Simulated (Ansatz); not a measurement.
# Sc (P6_3/mmc, 2 atoms in the cell) under uniaxial strain along c

Aim: how do the optical modes of Sc (P6_3/mmc, 2 atoms in the cell) shift and split under this strain?

Program: Ansatz 0.2.0. Level of theory: DFT PBEsol, scalar-relativistic, plane waves, PAW; PAW set soft_1. Results are calculated unless marked as measured.

Report form: the programs' logs are mostly left out.

## (1) Set-up

It takes space group P6_3/mmc (No. 194, hexagonal). The conventional cell has a = 3.309 Å, b = 3.309 Å, c = 5.273 Å, α = 90.00°, β = 90.00°, γ = 120.00°. Sc has 12 Sc at 3.26 to 3.31 Å nearest.

## (2) Relaxation

Harmonic phonons are second derivatives at a point where the forces vanish, and they are wanted at zero stress, so atoms and cell are relaxed first.

input.yaml reads:

```yaml
crystal:
  lattice:
    - [3.309, 0.0, 0.0]
    - [-1.6545, 2.8656780611, 0.0]
    - [0.0, 0.0, 5.2733]
  atoms:
    - { symbol: Sc, position: [0.33333333, 0.66666667, 0.25] }
    - { symbol: Sc, position: [0.66666667, 0.33333333, 0.75] }
kpoints:
  mp_grid: { grid: [15, 15, 8] }
hamiltonian:
  xc: pbesol
  pseudopotentials: { kind: paw, azcp: { folder: soft_1 }, xc_functional: pbe }
scf:
  occupations: { method: gaussian, width: 0.1 }
output:
  forces: true
  stress: true
  eigenvalues: true
  write_density: true
  write_potential: true
  elf: true
  volumetric_format: npy
relax:
  adjacent_minimum: "off"
  f_tol: 0.005
  max_steps: 80
  cell: { stress_tol: 0.05 }
```

Command:

```bash
> ansatz run input.yaml --threads 4 --pin off --max-ram 10240MiB --backend cpu --events-out ev --progress --plain --runs-dir out
```

Run time: 22 s. Hardware: 4 threads of Intel Xeon at 2.50GHz (Skylake/Cascade Lake), shared host; peak memory 0.45 GiB.

The steps of the relaxation:

```
step  energy less that of the first step (eV)  largest force component (eV/Å)  pressure (GPa)  volume (Å³)
   1                                   0.0000                          0.0000           -2.87        50.00
   2                                  -0.0292                          0.0000            0.66        46.75
   3                                  -0.0307                          0.0000            0.00        47.27
   4                                  -0.0308                          0.0000            0.00        47.27
  5*                                  -0.0307                          0.0000            0.00        47.27
```

Relaxation steps marked * repeat the geometry before them on a plane-wave basis chosen anew for their cell, so energy and pressure can jump there.

The run keeps the 24 symmetry operations that it works with, so distortions that break them were not tested.

| conventional cell, symmetrised | before | after | change |
| --- | --- | --- | --- |
| a (Å) | 3.309 | 3.277 | -1.0 % |
| b (Å) | 3.309 | 3.277 | -1.0 % |
| c (Å) | 5.273 | 5.082 | -3.6 % |
| volume (Å³/atom) | 25.00 | 23.63 | -5.5 % |

Final coordinates:

```
Sc
1.0
     3.27701    0.00000    0.00000
    -1.63851    2.83798    0.00000
     0.00000    0.00000    5.08247
Sc
2
Direct
  0.33333 0.66667 0.25000
  0.66667 0.33333 0.75000
```

This step gave:

```yaml
pressure: 0.001989 GPa
volume_per_atom: 23.63 Å³
gap_on_the_k_mesh: 0 eV
```

Electrostatic potential energy in the ac plane at fractional y = 0.333, with atoms of Sc within 0.2 Å of it. With pseudopotentials it is smooth inside the atoms' cores, unlike the true potential.

Values in eV, 21 rows by 14 columns, each cell a mean:
```
 10  11  11  11  10   9   7   5   2   1   1   3   6   8
  9  10  11  11  10   7   3  -3  -9 -13 -12  -6   0   5
  7  10  11  10   8   4  -4 -15 -25 -31 -29 -21  -9   1
  5   9  10  10   7   1 -12 -27 -39 -42 -41 -34 -19  -5
  4   8  10   9   6  -2 -17 -34 -43 -43 -43 -40 -25  -9
  4   8  10   9   6  -1 -15 -32 -42 -43 -43 -38 -24  -8
  6   9  10  10   7   1 -10 -24 -36 -40 -39 -31 -17  -3
  7  10  11  10   9   5  -2 -12 -21 -26 -24 -17  -7   2
  9  11  11  11  10   8   5   0  -4  -7  -6  -2   3   6
 10  11  11  11  11   9   8   7   5   4   5   6   7   9
 10  10  10  10  10  10  10   9   9   9   9   9   9  10
  9   9   8   8   9   9  10  10  11  11  11  10  10  10
  7   6   5   6   7   8   9  10  11  11  11  11  10   9
  5   3   1   1   4   6   8  10  11  12  11  11   9   8
  3   0  -2  -2   1   5   8  10  11  12  11  11   9   7
  2  -1  -4  -3   0   4   7  10  11  11  11  10   9   6
  4   0  -2  -1   2   5   8  10  11  12  11  11   9   7
  6   4   3   3   5   7   9  10  11  12  11  11  10   8
  8   7   6   7   7   9  10  10  11  11  11  11  10   9
 10   9   9   9   9  10  10  10  10  10  10  10  10  10
 10  10  11  11  10  10   9   9   8   8   8   8   9  10
```
Columns run along a (3.3 Å; values clipped at the 3rd and 97th percentile), rows up along c (5.1 Å). Atoms in or near the plane, at fractional coordinates: Sc at (0.67, 0.75).

ELF in the ac plane at fractional y = 0.333, with atoms of Sc within 0.2 Å of it. It is the smooth field of the valence electrons, not physical close to the nuclei.

Values, 21 rows by 14 columns, each cell a mean:
```
0.31 0.45 0.52 0.49 0.38 0.22 0.13 0.12 0.16 0.19 0.18 0.14 0.12 0.16
0.20 0.38 0.49 0.45 0.28 0.13 0.14 0.27 0.43 0.51 0.48 0.35 0.19 0.11
0.13 0.27 0.40 0.35 0.18 0.12 0.29 0.53 0.65 0.66 0.66 0.61 0.42 0.17
0.11 0.19 0.31 0.26 0.13 0.18 0.46 0.65 0.58 0.43 0.49 0.64 0.59 0.31
0.11 0.15 0.25 0.21 0.11 0.23 0.56 0.64 0.38 0.10 0.21 0.53 0.65 0.40
0.11 0.16 0.27 0.22 0.12 0.22 0.54 0.65 0.43 0.18 0.29 0.56 0.64 0.38
0.11 0.21 0.33 0.28 0.14 0.16 0.42 0.63 0.62 0.52 0.56 0.65 0.56 0.27
0.14 0.29 0.43 0.38 0.20 0.11 0.23 0.47 0.63 0.67 0.65 0.57 0.35 0.15
0.23 0.41 0.51 0.48 0.32 0.15 0.11 0.19 0.32 0.40 0.37 0.25 0.14 0.12
0.34 0.44 0.49 0.47 0.39 0.26 0.17 0.13 0.13 0.15 0.14 0.13 0.15 0.21
0.33 0.34 0.34 0.34 0.33 0.32 0.29 0.27 0.26 0.25 0.26 0.27 0.29 0.31
0.23 0.19 0.18 0.18 0.21 0.27 0.35 0.43 0.49 0.51 0.51 0.47 0.40 0.31
0.13 0.11 0.11 0.11 0.12 0.18 0.30 0.47 0.61 0.67 0.65 0.56 0.39 0.22
0.10 0.13 0.16 0.16 0.12 0.13 0.22 0.42 0.62 0.72 0.69 0.54 0.31 0.15
0.12 0.19 0.25 0.24 0.17 0.12 0.19 0.38 0.61 0.72 0.69 0.51 0.27 0.12
0.13 0.21 0.28 0.27 0.19 0.12 0.18 0.37 0.60 0.72 0.68 0.50 0.25 0.12
0.11 0.17 0.22 0.22 0.15 0.12 0.20 0.39 0.61 0.72 0.69 0.52 0.28 0.13
0.10 0.11 0.13 0.13 0.11 0.14 0.25 0.44 0.62 0.71 0.68 0.55 0.34 0.17
0.15 0.12 0.12 0.12 0.14 0.20 0.32 0.47 0.59 0.64 0.63 0.54 0.40 0.25
0.26 0.23 0.21 0.22 0.24 0.29 0.35 0.40 0.43 0.44 0.44 0.42 0.38 0.32
0.35 0.38 0.39 0.38 0.36 0.32 0.26 0.22 0.20 0.19 0.20 0.21 0.24 0.30
```
Columns run along a (3.3 Å), rows up along c (5.1 Å). Atoms in or near the plane, at fractional coordinates: Sc at (0.67, 0.75).

Valence density in the ac plane at fractional y = 0.333, with atoms of Sc within 0.2 Å of it. It is the smooth field of the valence electrons, not physical close to the nuclei.

Values in e/Å³, 21 rows by 14 columns, each cell a mean:
```
0.1 0.1 0.1 0.1 0.1 0.1 0.2 0.2 0.3 0.3 0.3 0.2 0.2 0.1
0.1 0.1 0.1 0.1 0.1 0.2 0.2 0.5 0.8 1.1 1.0 0.6 0.3 0.2
0.2 0.1 0.1 0.1 0.1 0.2 0.5 1.3 2.5 3.4 3.1 1.9 0.8 0.3
0.2 0.1 0.1 0.1 0.1 0.3 1.0 2.8 5.1 6.6 6.0 4.0 1.7 0.5
0.2 0.1 0.1 0.1 0.2 0.4 1.5 4.0 6.9 8.5 7.9 5.5 2.6 0.8
0.2 0.1 0.1 0.1 0.2 0.4 1.3 3.7 6.5 8.0 7.5 5.2 2.4 0.7
0.2 0.1 0.1 0.1 0.1 0.3 0.8 2.3 4.4 5.7 5.2 3.4 1.5 0.5
0.1 0.1 0.1 0.1 0.1 0.2 0.4 1.0 1.9 2.6 2.4 1.4 0.6 0.3
0.1 0.1 0.1 0.1 0.1 0.1 0.2 0.3 0.5 0.7 0.6 0.4 0.2 0.2
0.1 0.1 0.1 0.1 0.1 0.1 0.1 0.2 0.2 0.2 0.2 0.2 0.1 0.1
0.1 0.1 0.1 0.1 0.1 0.1 0.1 0.1 0.1 0.1 0.1 0.1 0.1 0.1
0.1 0.1 0.1 0.1 0.1 0.1 0.1 0.1 0.1 0.1 0.1 0.1 0.1 0.1
0.1 0.2 0.2 0.2 0.2 0.1 0.1 0.1 0.1 0.1 0.1 0.1 0.1 0.1
0.2 0.2 0.3 0.3 0.2 0.2 0.1 0.1 0.1 0.1 0.1 0.1 0.1 0.1
0.2 0.3 0.4 0.4 0.3 0.2 0.2 0.1 0.1 0.1 0.1 0.1 0.1 0.2
0.2 0.3 0.4 0.4 0.3 0.2 0.2 0.1 0.1 0.1 0.1 0.1 0.1 0.2
0.2 0.3 0.4 0.3 0.3 0.2 0.2 0.1 0.1 0.1 0.1 0.1 0.1 0.2
0.2 0.2 0.2 0.2 0.2 0.2 0.1 0.1 0.1 0.1 0.1 0.1 0.1 0.1
0.1 0.2 0.2 0.2 0.1 0.1 0.1 0.1 0.1 0.1 0.1 0.1 0.1 0.1
0.1 0.1 0.1 0.1 0.1 0.1 0.1 0.1 0.1 0.1 0.1 0.1 0.1 0.1
0.1 0.1 0.1 0.1 0.1 0.1 0.1 0.1 0.1 0.2 0.2 0.1 0.1 0.1
```
Columns run along a (3.3 Å), rows up along c (5.1 Å). Atoms in or near the plane, at fractional coordinates: Sc at (0.67, 0.75).

In this step the volume went from 25.00 to 23.63 Å³/atom.

## (3) Tight relaxation

Phonons need small forces and stress, so the relaxation is finished with tight tolerances on 15×15×8 k points.

input.yaml, the sections that differ from step 2:

```yaml
crystal:
  lattice:
    - [3.2770113321, 0.0, 0.0]
    - [-1.638505666, 2.8379750621, 0.0]
    - [0.0, 0.0, 5.0824729127]
  atoms:
    - { symbol: Sc, position: [0.3333333333, 0.6666666667, 0.25] }
    - { symbol: Sc, position: [0.6666666667, 0.3333333333, 0.75] }
scf:
  occupations: { method: methfessel_paxton, width: 0.2 }
output:
  forces: true
  stress: true
  eigenvalues: true
relax:
  adjacent_minimum: "off"
  f_tol: 0.001
  max_steps: 60
  cell: { stress_tol: 0.01 }
# kpoints, hamiltonian: as in step 2
```

Elapsed: 13 s, on 4 threads; peak memory 0.43 GiB; 37 s of CPU time.

Little changed from the start: no atom moved by 0.005 Å and no cell edge by 0.1 %.

Numbers from this step:

```yaml
pressure: -0.001986 GPa
```

The forces vanish by symmetry and the pressure is -0.002 GPa, within the tolerances set. The cell now holds 23.63 Å³/atom.

## (4) Modes at rest

The force constants come from the linear response of the density to a displacement.

The modes at rest are the reference of the series.

input.yaml, the sections that differ from step 3:

```yaml
crystal:
  lattice:
    - [3.2776799781, 0.0, 0.0]
    - [-1.638839989, 2.8385541265, 0.0]
    - [0.0, 0.0, 5.080351353]
  atoms:
    - { symbol: Sc, position: [0.3333333333, 0.6666666667, 0.25] }
    - { symbol: Sc, position: [0.6666666667, 0.3333333333, 0.75] }
output:
  eigenvalues: true
phonons:
  method: dfpt
# kpoints, hamiltonian, scf: as in step 3
# relax: removed
```

Run time: 43 s. Hardware: 4 threads; peak memory 1 GiB; 2.2 min of CPU time.

Numbers from this step:

| Item | Value |
| --- | --- |
| sum-rule residual before enforcement | 6.90e-5 eV/Å² |
| point group | 6/mmm |
| highest optical mode at the zone centre (no LO-TO term) | 235.4 cm⁻¹ |
| lowest optical zone-centre mode | 135.1 cm⁻¹ |

Patterns of degenerate modes are one choice out of their space. Modes at Γ:

| mode | frequency (cm⁻¹) | symmetry |
| --- | --- | --- |
| 1 | 0.0 | acoustic |
| 2 | 0.0 | acoustic |
| 3 | 0.0 | acoustic |
| 4 | 135.1 | E2g |
| 5 | 135.1 | E2g |
| 6 | 235.4 | B1g |

Displacements in mode 5 (135.1 cm⁻¹), the largest set to 1:
```
Sc1  0.00  1.00  0.00
Sc2  0.00 -1.00  0.00
```

Displacements in mode 6 (235.4 cm⁻¹), the largest set to 1:
```
Sc1  0.00  0.00  1.00
Sc2  0.00  0.00 -1.00
```

Before it was imposed, the acoustic sum rule was missed by 6.9e-5 eV/Å². Small misses are needed for a sound result but don't prove that mesh and cutoff are converged. The lowest optical mode is real, 135 cm⁻¹.

## (5) Relaxation of a member: uniaxial strain of +4 % along c

The cell takes a uniaxial strain of +4 % along c. The strained length and the angles are held, while the rest of the cell and the atoms relax.

input.yaml, the sections that differ from step 4:

```yaml
crystal:
  lattice:
    - [3.2580151292, 0.0, 0.0]
    - [-1.6290075646, 2.8215238678, 0.0]
    - [0.0, 0.0, 5.2835654071]
  atoms:
    - { symbol: Sc, position: [0.3333335481, 0.6666664519, 0.25] }
    - { symbol: Sc, position: [0.6666664519, 0.3333335481, 0.75] }
output:
  forces: true
  stress: true
  eigenvalues: true
relax:
  adjacent_minimum: "off"
  f_tol: 0.001
  max_steps: 60
  cell: { stress_tol: 0.01, fix: [c, angles] }
# kpoints, hamiltonian, scf: as in step 4
# phonons: removed
```

Elapsed: 25 s, on 4 threads; peak memory 0.56 GiB.

The steps of the relaxation:

```
step  energy less that of the first step (eV)  largest force component (eV/Å)  pressure (GPa)  volume (Å³)
   1                                   0.0000                          0.0000           -1.36        48.57
   2                                  -0.0002                          0.0000           -1.10        48.34
   3                                  -0.0002                          0.0000           -1.14        48.37
  4*                                  -0.0002                          0.0000           -1.14        48.37
```

Relaxation steps marked * repeat the geometry before them on a plane-wave basis chosen anew for their cell, so energy and pressure can jump there.

| conventional cell, symmetrised | before | after | change |
| --- | --- | --- | --- |
| a (Å) | 3.258 | 3.251 | -0.2 % |
| b (Å) | 3.258 | 3.251 | -0.2 % |
| c (Å) | 5.284 | 5.284 | -0.0 % |
| volume (Å³/atom) | 24.28 | 24.19 | -0.4 % |

Final coordinates:

```xyz
2
Lattice="3.2514 0.0000 0.0000 -1.6257 2.8158 0.0000 0.0000 0.0000 5.2836" Properties=species:S:1:pos:R:3 pbc="T T T"
Sc    0.0000    1.8772    1.3209
Sc    1.6257    0.9386    3.9627
```

This step gave:

```
pressure        : -1.139 GPa
volume per atom : 24.19 Å³
```

The forces vanish by symmetry.

The cell shrank by 0.4 % in volume.

## (6) Modes of this member: uniaxial strain of +4 % along c

The zone-centre modes follow for uniaxial strain of +4 % along c.

input.yaml, the sections that differ from step 5:

```yaml
crystal:
  lattice:
    - [3.2513826555, 0.0, 0.0]
    - [-1.6256913277, 2.8157799771, 0.0]
    - [0.0, 0.0, 5.2835654071]
  atoms:
    - { symbol: Sc, position: [0.3333333362, 0.6666666638, 0.25] }
    - { symbol: Sc, position: [0.6666666638, 0.3333333362, 0.75] }
output:
  eigenvalues: true
phonons:
  method: dfpt
# kpoints, hamiltonian, scf: as in step 5
# relax: removed
```

Wall time 33 s (4 threads); peak memory 1 GiB; 1.9 min of CPU time.

This step gave:

```
sum-rule residual before enforcement                    : 6.89e-6 eV/Å²
highest optical mode at the zone centre (no LO-TO term) : 201.9 cm⁻¹
lowest optical zone-centre mode                         : 123.3 cm⁻¹
```

Patterns of degenerate modes are one choice out of their space. Modes at Γ:

```
mode  frequency (cm⁻¹)  symmetry
   1               0.0  acoustic
   2               0.0  acoustic
   3               0.0  acoustic
   4             123.3       E2g
   5             123.3       E2g
   6             201.9       B1g
```

The lowest optical mode is real, 123 cm⁻¹, and the highest lies at 201.9 cm⁻¹.

For the highest optical mode at the zone centre (no LO-TO term), step 4 gave 235 cm⁻¹; this run, with strain 4 %, gives 202 cm⁻¹ (-14 %).

## (7) A member of the series: uniaxial strain of -4 % along c

The cell takes a uniaxial strain of -4 % along c. The strained length and the angles are held, while the rest of the cell and the atoms relax.

input.yaml, the sections that differ from step 6:

```yaml
crystal:
  lattice:
    - [3.2980066817, 0.0, 0.0]
    - [-1.6490033409, 2.8561575682, 0.0]
    - [0.0, 0.0, 4.877137299]
  atoms:
    - { symbol: Sc, position: [0.3333334426, 0.6666665574, 0.25] }
    - { symbol: Sc, position: [0.6666665574, 0.3333334426, 0.75] }
output:
  forces: true
  stress: true
  eigenvalues: true
relax:
  adjacent_minimum: "off"
  f_tol: 0.001
  max_steps: 60
  cell: { stress_tol: 0.01, fix: [c, angles] }
# kpoints, hamiltonian, scf: as in step 6
# phonons: removed
```

The job ended after 23 s (4 threads; peak memory 0.55 GiB; 84 s of CPU time).

Relaxation path:

| step | energy less that of the first step (eV) | largest force component (eV/Å) | pressure (GPa) | volume (Å³) |
| --- | --- | --- | --- | --- |
| 1 | 0.0000 | 0.0000 | 1.62 | 45.94 |
| 2 | -0.0002 | 0.0000 | 1.25 | 46.21 |
| 3 | -0.0002 | 0.0000 | 1.34 | 46.14 |
| 4* | -0.0002 | 0.0000 | 1.34 | 46.14 |

Relaxation steps marked * repeat the geometry before them on a plane-wave basis chosen anew for their cell, so energy and pressure can jump there.

```
conventional cell, symmetrised  before  after  change
                         a (Å)   3.298  3.305  +0.2 %
                         b (Å)   3.298  3.305  +0.2 %
                         c (Å)   4.877  4.877  +0.0 %
              volume (Å³/atom)   22.97  23.07  +0.4 %
```

The relaxed structure:

```xyz
2
Lattice="3.3052 0.0000 0.0000 -1.6526 2.8624 0.0000 0.0000 0.0000 4.8771" Properties=species:S:1:pos:R:3 pbc="T T T"
Sc    0.0000    1.9082    1.2193
Sc    1.6526    0.9541    3.6579
```

Numbers from this step:

| Property | Result |
| --- | --- |
| pressure | 1.345 GPa |
| volume per atom | 23.07 Å³ |

The largest force component left is 0.0028 meV/Å.

## (8) Zone-centre modes of the member: uniaxial strain of -4 % along c

The zone-centre modes follow for uniaxial strain of -4 % along c.

input.yaml, the sections that differ from step 7:

```yaml
crystal:
  lattice:
    - [3.3051748912, 0.0, 0.0]
    - [-1.6525874456, 2.8623654197, 0.0]
    - [0.0, 0.0, 4.877137299]
  atoms:
    - { symbol: Sc, position: [0.3333334906, 0.6666665094, 0.25] }
    - { symbol: Sc, position: [0.6666665094, 0.3333334906, 0.75] }
output:
  eigenvalues: true
phonons:
  method: dfpt
# kpoints, hamiltonian, scf: as in step 7
# relax: removed
```

Wall time 33 s (4 threads); peak memory 1 GiB; 1.9 min of CPU time.

Numbers from this step:

| Property | Result |
| --- | --- |
| sum-rule residual before enforcement | 8.22e-5 eV/Å² |
| highest optical mode at the zone centre (no LO-TO term) | 267.5 cm⁻¹ |
| lowest optical zone-centre mode | 146.6 cm⁻¹ |

Patterns of degenerate modes are one choice out of their space. Modes at Γ:

| mode | frequency (cm⁻¹) | symmetry |
| --- | --- | --- |
| 1 | 0.0 | acoustic |
| 2 | 0.0 | acoustic |
| 3 | 0.0 | acoustic |
| 4 | 146.6 | E2g |
| 5 | 146.6 | E2g |
| 6 | 267.5 | B1g |

Displacements in mode 4 (146.6 cm⁻¹), the largest set to 1:
```
Sc1  0.00  1.00  0.00
Sc2  0.00 -1.00  0.00
```

Displacements in mode 6 (267.5 cm⁻¹), the largest set to 1:
```
Sc1  0.00  0.00  1.00
Sc2  0.00  0.00 -1.00
```

The lowest optical mode is real, 147 cm⁻¹, and the highest lies at 267.5 cm⁻¹.

For the highest optical mode at the zone centre (no LO-TO term), step 4 gave 235 cm⁻¹; this run, with strain -4 %, gives 267 cm⁻¹ (+14 %).

## (9) The series together

The members are set side by side, also those not shown above.

Stress is positive in compression; energies are extrapolated to zero smearing, and E0 is that at rest; the edges not held and the atoms are relaxed in each cell; all runs use 15×15×8 k points and Methfessel-Paxton smearing of 0.2 eV. State of the crystal along the series:

```csv
strain (%),stress along the axis (GPa),free strain along a (%),free strain along b (%),E - E0 (meV/atom)
-4,4.035,0.8388,0.8388,11.65
-3,2.989,0.6202,0.6202,6.432
-2,1.963,0.4083,0.4083,2.781
-1,0.9622,0.2021,0.2021,0.6525
0,-0.005659,0,0,0
1,-0.9318,-0.1998,-0.1998,0.7584
2,-1.811,-0.3995,-0.3995,2.842
3,-2.64,-0.6,-0.6,6.168
4,-3.416,-0.8023,-0.8023,10.66
```

Optical modes are counted from below at rest and tracked from member to member by their patterns, and modes that stay within 0.3 cm⁻¹ of each other stand once; labels, where given, are those at rest; the edges not held and the atoms are relaxed in each cell; all runs use 15×15×8 k points and Methfessel-Paxton smearing of 0.2 eV. Optical modes along the series:

| strain (%) | optical mode 1 E2g (cm⁻¹) | optical mode 2 B1g (cm⁻¹) |
| --- | --- | --- |
| -4 | 146.6 | 267.5 |
| -3 | 143.8 | 259.7 |
| -2 | 140.9 | 251.7 |
| -1 | 138 | 243.6 |
| 0 | 135.1 | 235.4 |
| 1 | 132.1 | 227.1 |
| 2 | 129.2 | 218.8 |
| 3 | 126.2 | 210.4 |
| 4 | 123.3 | 201.9 |

Value and slope at zero strain of a cubic (a lower polynomial where under five rows exist) through the rows within 2 % of rest. Slopes at rest:

| mode | frequency (cm⁻¹) | shift per percent of strain (cm⁻¹) | shift per GPa of compressive stress (cm⁻¹) |
| --- | --- | --- | --- |
| optical mode 1 E2g | 135.1 | -2.94 | 3.1 |
| optical mode 2 B1g | 235.4 | -8.24 | 8.69 |

## (10) Summary of results

* members: 9
* highest optical mode at the zone centre (no LO-TO term), at rest: 235.4 cm⁻¹
* Young’s modulus along c: 94.8 GPa
* optical mode 1 E2g, shift per percent: -2.94 cm⁻¹
* optical mode 2 B1g, shift per percent: -8.24 cm⁻¹

The stress changes by 0.95 GPa for each percent, a Young’s modulus of 95 GPa along c. For each percent the free edge responds with -0.20 %. The fastest shift in the table of slopes is -8.2 cm⁻¹ for each percent (optical mode 2 B1g), or 8.7 cm⁻¹ for each GPa of compressive stress. For small strain, the measured shift of a line that Raman or infrared light can see, divided by its slope, estimates the stress, if the state of stress is of this kind. These are harmonic frequencies at zero temperature: anharmonic shifts, linewidths and thermal expansion are left out. With no gap, or one that is small against the smearing, the frequencies hang on the k mesh and the smearing, most of all near Kohn anomalies. The PAW files were made for PBE; the program adapts parts of them to the functional of the run, but their partial waves stay those of PBE, an approximation that was not tested in this session. Only the zone centre was solved, so an instability at another wavevector cannot show here.

[Logs are printed without paths, hosts, clocks, repeated set-up lines and the standing remarks that a program may print on its own settings, such as how far it seeks lower states.]

[Hosts, paths, dates, database ids (printed as entryN), source tags and the programs' standing remarks are cut or masked in the printed files.]
